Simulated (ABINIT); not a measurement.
# Quasiparticle gap of InP (F-43m) in ABINIT, part 3 of 3

Aim: the G0W0 gap of InP (F-43m) on PBE, step by step.

ABINIT 10.8.3; PBE and many-body steps on it, plane waves. Known limits of the many-body steps: not at the basis limit; exchange with frozen shells missing; mesh may overstate the screening; no spin-orbit coupling; coarse k mesh.

So far. Step 3 (Bands along the symmetry lines): The gap is 0.709 eV, as in the run before at this level. Step 4 (Empty states on the mesh, 4×4×4 mesh, 33 bands): On this mesh the gap is 0.709 eV.

The database entry behind the starting cell differs from later determinations by our own check (0.1 to 0.3 % short, probably kX units), so it need not match the best structure at ambient conditions.

## 5. Screening, 4×4×4 mesh, 29 bands, screening to 87.1 eV

The RPA dielectric matrix is built and inverted for each q.

This step: RPA screening on PBE, plane waves, norm-conserving pseudopotentials.

run.abi reads:

```
acell 3*1.0 Angstrom
rprim 
  -0.000000000000 2.930500000000 2.930500000000
  2.930500000000 -0.000000000000 2.930500000000
  2.930500000000 2.930500000000 -0.000000000000
ntypat 2
znucl 49 15
natom 2
typat 1 2
xred 
  0.000000000000 0.000000000000 0.000000000000
  0.250000000000 0.250000000000 0.250000000000
pp_dirpath "pseudos"
pseudos "In.upf, P.upf"
ecut 31
ngkpt 4 4 4
nshiftk 1
shiftk 0 0 0
kptopt 1
chksymbreak 0
istwfk *1
occopt 1
irdwfk 1
optdriver 3
nband 29
ecuteps 3.2
inclvkb 2
awtr 1
symchi 1
indata_prefix "in"
outdata_prefix "out"
tmpdata_prefix "tmp"
```

Launch:

```console
> OMP_NUM_THREADS=1 mpirun -n 4 abinit run.abi > log
```

Numbers of over 12 decimals in the logs are rounded to 6 here.

Log:

```text
.Version 10.8.3 of ABINIT. v10.8.2 released Aug 2026.

 Symmetries : space group F-4 3 m (#216); Bravais cF (face-center cubic)
[... echo of the input left out ...]
== DATASET  1 ==================================================================
-   mpi_nproc: 4, omp_nthreads: 1 (-1 if OMP is not activated)

--- !DatasetInfo
iteration_state: {dtset: 1, }
dimensions: {natom: 2, nkpt: 8, mband: 29, nsppol: 1, nspinor: 1, nspden: 1, mpw: 2826, }
cutoff_energies: {ecut:  31.0, pawecutdg:  -1.0, }
electrons: {nelect:   1.80000000E+01, charge:   0.00000000E+00, occopt:   1.00000000E+00, tsmear:   1.00000000E-02, }

 SCREENING: Calculation of the susceptibility and dielectric matrices

 Based on a program developped by R.W. Godby, V. Olevano, G. Onida, and L. Reining.
 Incorporated in ABINIT by V. Olevano, G.-M. Rignanese, and M. Torrent.
.Using double precision arithmetic ; gwpc =  8

[... cell and pseudopotentials left out ...]
--------------------------------------------------------------------------------

 ==== K-mesh for the wavefunctions ====
 Number of points in the irreducible wedge :     8
[... list of points left out ...]
 Together with 24 symmetry operations and time-reversal symmetry
 yields    64 points in the full Brillouin Zone.

 ==== Q-mesh for the screening function ====
 Number of points in the irreducible wedge :     8
[... list of points left out ...]
 Together with 24 symmetry operations and time-reversal symmetry
 yields    64 points in the full Brillouin Zone.

 setmesh: FFT mesh size selected  =    25x   25x   25
          total number of points  =        15625

 vcoul_init : cutoff-mode = AUXILIARY_FUNCTION
 q-points for optical limit:   1
     1)      0.000010    0.000020    0.000030

- screening: taking advantage of time-reversal symmetry
- Maximum band index for partially occupied states nbvw = 9
- Remaining bands to be divided among processors   nbcw = 20
- Number of bands treated by each node ~5

 Number of electrons calculated from density =   18.0000; Expected =   18.0000
 average of density, n =  0.052993
 r_s =    1.6516
 omega_plasma =   22.2058 [eV]

 calculating chi0 at frequencies [eV] :
  1    0.000000E+00    0.000000E+00
  2    0.000000E+00    2.220578E+01

--------------------------------------------------------------------------------
  q-point number  1        q = ( 0.000000, 0.000000, 0.000000) [r.l.u.]
--------------------------------------------------------------------------------
[... chi0 elements left out ...]
 For q-point:  0.000010 0.000020 0.000030
  dielectric constant =  42.5570
  dielectric constant without local fields =  45.1175

  Average fulfillment of the sum rule on Im[epsilon] for q-point    1 :     32.69  [%]
[... wings left out ...]
  q-point number  2        q = ( 0.250000, 0.000000, 0.000000) [r.l.u.]
--------------------------------------------------------------------------------
[... chi0 elements left out ...]
  Average fulfillment of the sum rule on Im[epsilon] for q-point    2 :     53.62  [%]

 [... 6 further q-points ...]
```

The job ended after 4.6 s (4 MPI ranks of Arm Neoverse V1, shared host; peak memory 0.41 GiB).

Numbers from this step:

| Item | Value |
| --- | --- |
| ε∞ with local fields, on this mesh, along the program's q direction | 42.56 |
| the same without local fields | 45.12 |
| plasma frequency | 22.21 eV |
| plane waves in the screening matrix | 89 |

Local fields lower ε∞ by 6 %. On a Γ-centred mesh this coarse the value itself is usually too large, while a short band sum pulls it down.

## 6. Self-energy, 4×4×4 mesh, 29 bands, screening to 87.1 eV

The self-energy is evaluated for the states that the input lists, and the levels follow from it, in one-shot runs by the linearised quasiparticle equation.

This step: G0W0 on PBE, plane waves, norm-conserving pseudopotentials.

Edit run.abi of step 5 so:

```diff
@@ -23,8 +23,15 @@
 irdwfk 1
-optdriver 3
+optdriver 4
 nband 29
+gwcalctyp 0
+ecutsigx 31
+symsigma 1
+nkptgw 1
+kptgw 
+  0.0000000000 0.0000000000 0.0000000000
+bdgw 
+  7 13
 ecuteps 3.2
-inclvkb 2
-awtr 1
-symchi 1
+irdscr 1
+ppmodel 1
 indata_prefix "in"
```

Log:

```text
.Version 10.8.3 of ABINIT. v10.8.2 released Aug 2026.

 Symmetries : space group F-4 3 m (#216); Bravais cF (face-center cubic)
[... echo of the input left out ...]
== DATASET  1 ==================================================================
-   mpi_nproc: 4, omp_nthreads: 1 (-1 if OMP is not activated)

--- !DatasetInfo
iteration_state: {dtset: 1, }
dimensions: {natom: 2, nkpt: 8, mband: 29, nsppol: 1, nspinor: 1, nspden: 1, mpw: 2826, }
cutoff_energies: {ecut:  31.0, pawecutdg:  -1.0, }
electrons: {nelect:   1.80000000E+01, charge:   0.00000000E+00, occopt:   1.00000000E+00, tsmear:   1.00000000E-02, }

 SIGMA: Calculation of the GW corrections

 Based on a program developped by R.W. Godby, V. Olevano, G. Onida, and L. Reining.
 Incorporated in ABINIT by V. Olevano, G.-M. Rignanese, and M. Torrent.
.Using double precision arithmetic ; gwpc =  8

[... cell and pseudopotentials left out ...]
--------------------------------------------------------------------------------

 ==== K-mesh for the wavefunctions ====
 Number of points in the irreducible wedge :     8
[... list of points left out ...]
 Together with 24 symmetry operations and time-reversal symmetry
 yields    64 points in the full Brillouin Zone.

 ==== Q-mesh for screening function ====
 Number of points in the irreducible wedge :     8
[... list of points left out ...]
 Together with 24 symmetry operations and time-reversal symmetry
 yields    64 points in the full Brillouin Zone.

 vcoul_init : cutoff-mode = AUXILIARY_FUNCTION
 q-points for optical limit:   1
     1)      0.000010    0.000020    0.000030
 setmesh: FFT mesh size selected  =    40x   40x   40
          total number of points  =        64000

 Number of electrons calculated from density =   18.0000; Expected =   18.0000
 average of density, n =  0.052993
 r_s =    1.6516
 omega_plasma =   22.2058 [eV]

 === KS Band Gaps ===
  >>>> For spin  1
   Minimum direct gap =   0.7094 [eV], located at k-point      :   0.0000  0.0000  0.0000
   Fundamental gap    =   0.7094 [eV], Top of valence bands at :   0.0000  0.0000  0.0000
                                       Bottom of conduction at :   0.0000  0.0000  0.0000
 SIGMA fundamental parameters:
 PLASMON POLE MODEL  1
 number of plane-waves for SigmaX                 2741
 number of plane-waves for SigmaC and W             89
 number of plane-waves for wavefunctions          2741
 number of bands                                    29
 number of independent spin polarizations            1
 number of spinorial components                      1
 number of k-points in IBZ                           8
 number of q-points in IBZ                           8
 number of symmetry operations                      24
 number of k-points in BZ                           64
 number of q-points in BZ                           64
 number of frequencies for dSigma/dE                 9
 frequency step for dSigma/dE [eV]                0.25
 number of omega for Sigma on real axis              0
 max omega for Sigma on real axis  [eV]           0.00
 zcut for avoiding poles [eV]                     0.10

 EPSILON^-1 parameters (SCR file):
 dimension of the eps^-1 matrix on file             89
 dimension of the eps^-1 matrix used                89
 number of plane-waves for wavefunctions          2741
 number of bands                                    29
 number of q-points in IBZ                           8
 number of frequencies                               2
 number of real frequencies                          1
 number of imag frequencies                          1

 matrix elements of self-energy operator (all in [eV])

 Perturbative Calculation

--- !SelfEnergy_ee
iteration_state: {dtset: 1, }
kpoint     : [   0.000,    0.000,    0.000, ]
spin       : 1
KS_gap     :    0.709
QP_gap     :    1.049
Delta_QP_KS:    0.339
data: !SigmaeeData |
     Band     E0 <VxcDFT>   SigX SigC(E0)      Z dSigC/dE  Sig(E)    E-E0       E
        7   4.474 -12.528 -14.199   2.009   0.774  -0.292 -12.267   0.261   4.735
        8   4.474 -12.528 -14.199   2.009   0.774  -0.292 -12.267   0.261   4.735
        9   4.474 -12.528 -14.199   2.009   0.774  -0.292 -12.267   0.261   4.735
       10   5.183 -11.291  -7.493  -3.036   0.789  -0.267 -10.690   0.601   5.784
       11   8.562 -10.216  -6.368  -3.275   0.795  -0.258  -9.761   0.455   9.017
       12   8.562 -10.216  -6.368  -3.275   0.795  -0.258  -9.761   0.455   9.017
       13   8.562 -10.216  -6.368  -3.275   0.795  -0.258  -9.761   0.455   9.017

== END DATASET(S) ==============================================================
================================================================================

 -outvars: echo values of variables after computation  --------
           etotal      0.0000000000E+00
            nband          29
             nkpt           8
          spgroup         216
 [... the other variables as echoed above ...]

 Calculation completed.
```

Wall time 2.9 s (4 MPI ranks); peak memory 0.14 GiB.

This step gave:

- G0W0 gap on the points computed: 1.049 eV
- starting gap on the mesh: 0.7094 eV
- k of the valence top: 0, 0, 0
- k of the conduction bottom: 0, 0, 0
- Z at the valence top: 0.774
- Z at the conduction bottom: 0.789
- least direct G0W0 gap on the computed points: 1.049 eV

The gap on the mesh goes from 0.71 eV to 1.05 eV, a correction of +0.34 eV.

Limits: finite bands, cutoff and mesh; exchange with frozen shells missing; no spin-orbit coupling; coarse k mesh. v1 is the top filled band, c1 the lowest empty one. Levels before and after the correction, in eV, zero at the valence-band top of each column:

|  | conduction bottom | valence top |
| --- | --- | --- |
| Kohn-Sham | 0.71 | 0.00 |
| G0W0 | 1.05 | 0.00 |

|  | level | energy (eV) |
| --- | --- | --- |
| Kohn-Sham | Γ v3-v1 | 0.000 |
| Kohn-Sham | Γ c1 | 0.709 |
| Kohn-Sham | Γ c2-c4 | 4.088 |
| G0W0 | Γ v3-v1 | 0.000 |
| G0W0 | Γ c1 | 1.049 |
| G0W0 | Γ c2-c4 | 4.282 |

## 7. Where the time went

Times are wall times on 4 MPI ranks of Arm Neoverse V1, shared host, good to a factor of about two.

| step | time | share | memory (GiB) |
| --- | --- | --- | --- |
| ground state | 9.3 s | 22 % | 0.29 |
| bands along the symmetry lines | 14 s | 35 % | 0.27 |
| empty states on the mesh | 10 s | 24 % | 0.25 |
| screening | 4.6 s | 11 % | 0.41 |
| self-energy | 2.9 s | 7 % | 0.14 |

## 8. Summary of results

| Property | Result |
| --- | --- |
| PBE gap | 0.71 eV, direct |
| G0W0 gap on the mesh | 1.05 eV |
| GW settings | 4×4×4 mesh, 29 bands, screening to 87.1 eV, Godby-Needs plasmon pole |
| known limits | not at the basis limit; exchange with frozen shells missing; mesh may overstate the screening; no spin-orbit coupling; coarse k mesh |

What this shows: G0W0 moves the gap on the mesh from 0.71 eV to 1.05 eV (+0.34 eV), with Z of 0.77 and 0.79 at the edges. Local fields lower the RPA ε∞ on this mesh from 45.12 to 42.56; a Γ-centred mesh this coarse tends to raise both, most where the direct gap is narrow, while a short band sum lowers them. Only 1 of the mesh's irreducible points was corrected, so a valley elsewhere could overtake. Bands and cutoff are finite, so the gap is not at the basis limit. The miss can reach some tenths of an eV and take either sign; the mesh is an error of its own. In the G0W0 run levels were corrected at 1 k point alone, so a gap called «on the mesh» is the least over those, and an edge elsewhere would be missed. The 4×4×4 mesh is coarse for this cell, which bears on the long-range parts of exchange and screening. The norm-conserving file of at least one element keeps a d shell over frozen s and p shells of the same row. Exchange with those shells is missing from the self-energy, an error of 0.3 to 0.9 eV in cases checked, whose sign depends on which edge lies on those atoms. The RPA ε∞ on this mesh reaches over 25; with a narrow direct gap a coarse mesh can overstate it, and the correction is then too small. The many-body steps are scalar-relativistic: spin-orbit coupling is not in them.

[Paths, hosts, dates, memory and timing lines, banners, echoed tables and standing remarks are left out of the program output.]

[Logs are printed without paths, hosts, clocks, repeated set-up lines and the standing remarks that a program may print on its own settings, such as how far it seeks lower states.]

[Runs of the session that timed out or met a known fault of the program may be left out.]

[Hosts, paths, dates, database ids (printed as entryN), source tags and the programs' standing remarks are cut or masked in the printed files.]

[G0W0 gaps are taken among the corrected bands and points alone; a level outside them can change the order at an edge.]

[Where Ansatz stands beside ABINIT at settings called matched, ABINIT's density can come from a denser mesh and the files from another edition; pairs whose starting gaps differed by over 0.03 eV were left out, so agreement reads better than it is.]
